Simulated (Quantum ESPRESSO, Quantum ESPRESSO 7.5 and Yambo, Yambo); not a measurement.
**SnO2 (Cassiterite): bands and cutoff in G0W0 with Yambo**

What does each rung of G0W0 on SnO2 (Cassiterite) cost, and what does it buy?

Calculated with Quantum ESPRESSO 7.5 and Yambo 5.3.0; PBE and many-body steps on it, plane waves.

### Step 1. Set-up

The structure is tetragonal, space group P4_2/mnm (No. 136). The conventional cell has a = 4.738 Å, b = 4.738 Å, c = 3.187 Å, α = 90.00°, β = 90.00°, γ = 90.00°. Sn has 6 O at 2.05 to 2.06 Å nearest. Nearest to O lie 3 Sn at 2.05 to 2.06 Å. Farther neighbours and most contacts between anions are not listed.

The cell and positions come from the Crystallography Open Database and are kept as given unless a step says otherwise.

### Step 2. Empty states on the mesh, 4×4×4 mesh, 247 bands

This step: Quantum ESPRESSO 7.5; DFT, PBE, plane waves, norm-conserving pseudopotentials.

The sums over transitions need many empty states on a uniform mesh; this step solves for them.

pw.in reads:

```
&control
  calculation = 'nscf'
  prefix = 'x'
  outdir = 'o'
  pseudo_dir = 'pseudo'
/
&system
  ibrav = 0
  nat = 6
  ntyp = 2
  ecutwfc = 84.0
  nbnd = 247
  force_symmorphic = .true.
/
&electrons
  conv_thr = 1e-9
  electron_maxstep = 80
  diago_full_acc = .true.
  diago_thr_init = 5e-6
/
ATOMIC_SPECIES
  Sn 118.71 Sn.upf
  O 15.999 O.upf
CELL_PARAMETERS angstrom
  4.7380000000 0.0000000000 0.0000000000
  0.0000000000 4.7380000000 0.0000000000
  0.0000000000 0.0000000000 3.1865000000
ATOMIC_POSITIONS crystal
  Sn 0.0000000000 0.0000000000 0.0000000000
  Sn 0.5000000000 0.5000000000 0.5000000000
  O 0.3071000000 0.3071000000 0.0000000000
  O 0.1929000000 0.8071000000 0.5000000000
  O 0.6929000000 0.6929000000 0.0000000000
  O 0.8071000000 0.1929000000 0.5000000000
K_POINTS automatic
  4 4 4 0 0 0
```

Run with:

```sh
$ OMP_NUM_THREADS=1 mpirun -n 4 pw.x -nk 4 -in pw.in > pw.out
```

Output:

```text
Program PWSCF v.7.5 starts

     This program is part of the open-source Quantum ESPRESSO suite
     for quantum simulation of materials; please cite
         "P. Giannozzi et al., J. Phys.:Condens. Matter 21 395502 (2009);
         "P. Giannozzi et al., J. Phys.:Condens. Matter 29 465901 (2017);
         "P. Giannozzi et al., J. Chem. Phys. 152 154105 (2020);
     in publications or presentations arising from this work. More details at

     Atomic positions and unit cell read from directory:
     o/x.save/

     Message from routine setup:
[...]
45.2284  45.2284  46.1404  46.1404  46.5071  46.5071  48.8842  48.8842
     [... 19 further rows ...]
   116.6566 116.6566 118.1098 118.1098 118.1579 118.1579 119.5315 119.5315
   119.8166 119.8166 121.0532 121.0532 121.2233 121.2233 122.1072

          k = 0.0000 0.2500 0.0000 (  6268 PWs)   bands (ev):

     [... further k-points ...]

     highest occupied, lowest unoccupied level (ev):    11.2482   12.5370

     XML data file, pseudopotentials, collected wavefunctions

=------------------------------------------------------------------------------=
   JOB DONE.
=------------------------------------------------------------------------------=
```

Run time: 1.8 min. Hardware: 4 MPI ranks of Arm Neoverse V1, shared host; peak memory 0.75 GiB; 7.2 min of CPU time.

Numbers from this step:

| Property | Result |
| --- | --- |
| gap | 1.289 eV |
| k of the valence top | 0, 0, 0 |
| k of the conduction bottom | 0, 0, 0 |
| least direct gap | 1.289 eV |
| k points computed | 21 |
| lowest point of the top converged band, above the valence top | 109.8619 eV |

On this mesh the gap is 1.289 eV.

The density comes from a self-consistent run that is not shown.

### Step 3. Conversion and set-up

This step: Yambo 5.3.0; conversion and set-up on PBE, plane waves, norm-conserving pseudopotentials.

The states are converted to the many-body program's format and the q mesh is built.

Run with:

```sh
$ (cd o/x.save; p2y > p2y.log; mv SAVE ../..); yambo > setup.log
```

Output:

```text
 Yambo, version 5.3.0

 [02] CORE Variables Setup
 =========================

  [02.01] Unit cells
  ==================

  Cell kind             :  Unknown
  Atoms in the cell     :  Sn  O
  number of Sn atoms    :  2
  number of O  atoms    :   4

  List of atomic masses
  Mass of Sn    :  118.7100
  Mass of O     :  15.99900

  List of atomic coordinates    : [cc]
  Sn1       :  0.000000  0.000000  0.000000  order 1
  Sn2       :  4.476761  4.476761  3.010806  order 2
  O1       :  2.749627  2.749627  0.000000  order 3
  O2       :  1.727134  7.226388  3.010806  order 4
[...]
K/Q-points units:
 rlu = crystal or reduced units; cc = cartesian coordinates; iku = interal k-units

 Q [ 1]         [rlu]:  0.000000  0.000000  0.000000
 Q [ 2]         [rlu]:  0.000000  0.000000  0.250000
 Q [ 3]         [rlu]:  0.000000  0.000000 -0.500000
[...]
Q [ 8]         [rlu]:  0.000000 -0.500000  0.250000
 Q [ 9]         [rlu]:  0.000000 -0.500000 -0.500000
 Q [10]         [rlu]:  0.250000  0.250000  0.000000
     [... 9 further rows ...]
 Q [20]         [rlu]: -0.250000  0.250000 -0.250000
 Q [21]         [rlu]: -0.250000  0.250000  0.500000

  [03.01] X indexes
  =================

   [03.01.01] Sigma indexes
   ========================

 [06] Game Over & Game summary
```

Elapsed: 3.1 s, on 1 MPI rank; peak memory 0.25 GiB.

### Step 4. 60 bands, 68 eV

G0W0 replaces the xc potential by the self-energy, built once from these orbitals. Only a window of levels is corrected, while the sums run over the empty bands that the input names.

This step: G0W0 on PBE, plane waves, norm-conserving pseudopotentials.

gw1.in reads:

```
HF_and_locXC
gw0
dyson
ppa
em1d
rim_cut
RandQpts= 1000000
RandGvec= 1 RL
EXXRLvcs= 84 Ry
VXCRLvcs= 336 Ry
Chimod= "HARTREE"
% BndsRnXp
 1 | 60 |
%
NGsBlkXp= 5 Ry
% LongDrXp
 1 | 1 | 1 |
%
% GbndRnge
 1 | 60 |
%
DysSolver= "n"
ExtendOut
PPAPntXp= 27.21138 eV
% QPkrange
 1 | 1 | 33 | 36 |
%
```

Run with:

```sh
$ OMP_NUM_THREADS=1 mpirun -n 4 yambo -F gw1.in -J gw1 -C gw1 > gw1.log
```

Output:

```text
 Yambo, version 5.3.0

 [02] CORE Variables Setup
 =========================

  [... cell, symmetries and grids as in the set-up ...]

  [02.05] Energies & Occupations
  ==============================

  [X] === General ===
  [X] Electronic Temperature                        :  0.000000  0.000000 [eV K]
  [X] Bosonic    Temperature                        :  0.000000  0.000000 [eV K]
  [X] Finite Temperature mode                       : no
  [X] El. density                                   :  0.95062E+24 [cm-3]
  [X] Fermi Level                                   :  11.24816 [eV]

  [X] === Gaps and Widths ===
  [X] Conduction Band Min                           :  1.288876 [eV]
  [X] Valence Band Max                              :  0.000000 [eV]
  [X] Filled Bands                                  :   34
  [X] Empty Bands                                   :   35  247
  [X] Direct Gap                                    :  1.288876 [eV]
  [X] Direct Gap localized at k                     :  1
  [X] Indirect Gap                                  :  1.288876 [eV]
  [X] Indirect Gap between kpts                     :  1  1
  [X] Last valence band width                       :  1.252527 [eV]
  [X] 1st conduction band width                     :  5.193998 [eV]

 [03] Transferred momenta grid and indexing
 ==========================================

 IBZ Q-points                                      :  21
 BZ  Q-points                                      :   64

 K/Q-points units:
 rlu = crystal or reduced units; cc = cartesian coordinates; iku = interal k-units

 Q [ 1]         [rlu]:  0.000000  0.000000  0.000000
 Q [ 2]         [rlu]:  0.000000  0.000000  0.250000
 Q [ 3]         [rlu]:  0.000000  0.000000 -0.500000
 Q [ 4]         [rlu]:  0.000000  0.250000  0.000000
 Q [ 5]         [rlu]:  0.000000  0.250000  0.250000
 Q [ 6]         [rlu]:  0.000000  0.250000 -0.500000
 Q [ 7]         [rlu]:  0.000000 -0.500000  0.000000
 Q [ 8]         [rlu]:  0.000000 -0.500000  0.250000
 Q [ 9]         [rlu]:  0.000000 -0.500000 -0.500000
 Q [10]         [rlu]:  0.250000  0.250000  0.000000
     [... 9 further rows ...]
 Q [20]         [rlu]: -0.250000  0.250000 -0.250000
 Q [21]         [rlu]: -0.250000  0.250000  0.500000

 [04] Coloumb potential Random Integration (RIM)
 ===============================================

  [04.01] RIM initialization
  ==========================

  * Diagonal components only detected *

  8 x (sBL volume)        :  0.064232 [a.u.]
  sBZ random points       :  1000000
  Points outside the sBZ  :   7992674
  RL volume               :  0.513853 [a.u.]
  Integrated volume       :  0.514324 [a.u.]

  [04.02] RIM integrals
  =====================

  Gamma point sphere radius             :  0.072644 [a.u.]
  Points outside the sphere             :   799713
  [Int_sBZ(q=0) 1/q^2]*(Vol_sBZ)^(-1/3) =:  7.541870
                                 should be <:  7.795600

  Summary of Coulomb integrals for non-metallic bands |Q|[au] RIM/Bare

  Q [1] 0.100000E-4 0.967452 * Q [4] 0.175439 0.953374
  Q [19] 0.248108 0.995592 * Q [10] 0.248108 0.994735
  Q [2] 0.260860 1.178302 * Q [5] 0.314367 1.089818
  Q [7] 0.350878 0.993213 * Q [11] 0.360008 1.051976
  Q [20] 0.360008 1.053430 * Q [13] 0.392293 0.996431
  Q [8] 0.437222 1.022065 * Q [14] 0.471107 1.016278
  Q [16] 0.496216 0.999063 * Q [3] 0.521720 1.045184
  Q [6] 0.550427 1.036830 * Q [17] 0.560605 1.008497
  Q [12] 0.577710 1.030447 * Q [21] 0.577710 1.030360
  Q [9] 0.628734 1.021636 * Q [15] 0.652752 1.018623
  Q [18] 0.720015 1.012895

 [05] Dipoles
 ============

  [05.01] Setup: observables and procedures
  =========================================

  [WARNING] [x,Vnl] slows the Dipoles computation. To neglect it rename the ns.kb_pp file

 [06] Dynamic Dielectric Matrix (PPA)
 ====================================

 [WR./gw1//ndb.pp]---------------------------------------------------------------
  Brillouin Zone Q/K grids (IBZ/BZ)                :   21   64   21   64
  RL vectors                                       :   7807 [WF]
  Coulomb cutoff potential                         : none
  Electronic Temperature                           :  0.000000 [K]
  Bosonic    Temperature                           :  0.000000 [K]
  PPA    diel. fun.  energies                      : Perdew, Burke & Ernzerhof(X)+Perdew, Burke & Ernzerhof(C)
  wavefunctions                                    : Perdew, Burke & Ernzerhof(X)+Perdew, Burke & Ernzerhof(C)
  Global Gauge                                     : length
  X matrix size                                    :   97
  X band range                                     :    1   60
  X e/h energy range                               : -1.000000 -1.000000 [eV]
  X Time ordering                                  : R
  X Hxc Kernel                                     : HARTREE
  X Drude frequency                                :  0.000000  0.000000
  X poles                                          :  100.0000 [o/o]
  RL vectors in the sum                            :   7807
  [r,Vnl] included                                 : yes
  Field direction                                  :  0.577350E-5  0.577350E-5  0.577350E-5
  BZ energy Double Grid                            : no
  BZ energy DbGd points                            : 0
  BZ Q point size factor                           : -1.000000
  X Optical Averaged directions                    : none

 [07] Local Exchange-Correlation + Non-Local Fock
 ================================================

 [VXC] Plane waves :   50163
 [EXS] Plane waves :   6281

 QP @ state[ 1 ] K range:  1  1
 QP @ state[ 1 ] b range:   33   36

 [xc] Functional : Perdew, Burke & Ernzerhof(X)+Perdew, Burke & Ernzerhof(C)
 [xc] LIBXC used to calculate xc functional
  PP Number of Atomic Species                      :  2
  NLCC RL compoments                               :   50163
  PP Number of Atomic Species                      :  2
  NLCC RL compoments                               :   50163

 [xc] E_xc :  -50.05440 [Ha]
      E_xc :  -100.1088 [Ry]

  Local XC kind (lXC) : Perdew, Burke & Ernzerhof(X)+Perdew, Burke & Ernzerhof(C)
  Non-Local XC kind (nlXC) : Hartree-Fock

  Corrections @ K [1] :  [eV]
 <33|nlXC|33> = -25.49616 -0.37216E-17 <33|lXC|33> = -19.98046  0.94408E-16
 <34|nlXC|34> = -26.18291  0.10889E-16 <34|lXC|34> = -20.31378 -0.62041E-23
 <35|nlXC|35> = -12.63275  0.61482E-17 <35|lXC|35> = -16.49766  0.40569E-19
 <36|nlXC|36> = -10.66763  0.35746E-17 <36|lXC|36> = -16.29486  0.18884E-15

 [08] Dyson equation: Newton solver
 ==================================

  [08.01] G0W0 (W PPA)
  ====================

  [  GW  ] Bands range     :    1   60
  [GW/PPA] G damping       :  0.100000 [eV]

  QP @ state[ 1 ] K range:  1  1
  QP @ state[ 1 ] b range:   33   36

   Sc/G bands                                       :    1   60
   Sc/G damping                                     :  0.100000 ev
   Sc bands terminator                              : no
   Sx RL components                                 :   6281

   QP @ state[ 1 ] K range                          :  1  1
   QP @ state[ 1 ] b range                          :   33   36
   GF energies kind                                 : Perdew, Burke & Ernzerhof(X)+Perdew, Burke & Ernzerhof(C)
   GF WF`s kind                                     : Perdew, Burke & Ernzerhof(X)+Perdew, Burke & Ernzerhof(C)
   Xs energies kind                                 : Perdew, Burke & Ernzerhof(X)+Perdew, Burke & Ernzerhof(C)
   Xs WF`s kind                                     : Perdew, Burke & Ernzerhof(X)+Perdew, Burke & Ernzerhof(C)

 [11] Game Over & Game summary
```

Run time: 90 s. Hardware: 4 MPI ranks; peak memory 3.9 GiB; 6 min of CPU time.

Numbers from this step:

| Quantity | Value |
| --- | --- |
| G0W0 gap on the points computed | 2.990 eV |
| starting gap on the mesh | 1.289 eV |
| k of the valence top | 0, 0, 0 |
| k of the conduction bottom | 0, 0, 0 |
| least direct G0W0 gap on the computed points | 2.990 eV |
| Z at the valence top | 0.7804 |
| Z at the conduction bottom | 0.8460 |

The gap on the mesh goes from 1.29 eV to 2.99 eV, a correction of +1.70 eV.

(Part 1 of 2 ends here.)

[Paths, hosts, dates, memory and timing lines, banners, echoed tables and standing remarks are left out of the program output.]

[Logs are printed without paths, hosts, clocks, repeated set-up lines and the standing remarks that a program may print on its own settings, such as how far it seeks lower states.]

[Runs of the session that timed out or met a known fault of the program may be left out.]

[Hosts, paths, dates, database ids (printed as entryN), source tags and the programs' standing remarks are cut or masked in the printed files.]
